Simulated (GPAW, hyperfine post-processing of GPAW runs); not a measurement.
# MgVBr2O: isotropic lines and sites in a paramagnetic 17O spectrum

Calculated values: DFT, revPBE+U, plane-wave PAW, GPAW setups, collinear spin, scalar-relativistic (GPAW), contact and point-dipole shifts scaled to 340 K with Θ = 0 K (a pure Curie law); spin-only moments, above the ordering temperature.

```xyz
10
Lattice="7.9579 0.0000 0.0000 0.0003 4.3445 0.0000 1.9635 2.1293 7.1771" Properties=species:S:1:pos:R:3 pbc="T T T"
Br    1.9903    4.3445    1.8277
Br    5.9692    4.3445    1.8277
Br    3.9525    2.1293    5.3495
Br    7.9315    2.1293    5.3495
V     0.0000    0.0000    0.0000
V     3.9790    0.0000    0.0000
Mg    1.9896    2.1722    0.0000
Mg    5.9686    2.1722    0.0000
O     0.0002    2.1722    0.0000
O     3.9791    2.1722    0.0000
```

17O MAS at 7.05 T (40.7 MHz), 40 kHz, 340 K; contact and dipolar shift alone, no orbital or quadrupolar part; lines under 1.5 % of the strongest are left out. Lines of the NMR spectrum (strongest = 100):

```
position (ppm)  intensity
       -3720.5        4.9
       -2737.9         32
       -1755.3        100
        -772.7         56
         209.9         28
        1192.5         42
        2175.1         15
        3157.7        5.2
```

**Question.** Which lines are isotropic ones rather than spinning sidebands, and which O atoms give them?

Sidebands are spaced by 983 ppm (the spinning rate over the resonance of 40.7 MHz). An isotropic line need not be the tallest: it is the area-weighted centre of its own family of sidebands, and the one that stays put when the rate is changed. Isotropic shifts: -773 ppm for atom 9 and the 1 atom equivalent to it (bonded to 2 V at 2.17 Å), reduced anisotropy 3507 ppm.

[Logs are printed without paths, hosts, clocks, repeated set-up lines and the standing remarks that a program may print on its own settings, such as how far it seeks lower states.]

[Hosts, paths, dates, database ids (printed as entryN), source tags and the programs' standing remarks are cut or masked in the printed files.]
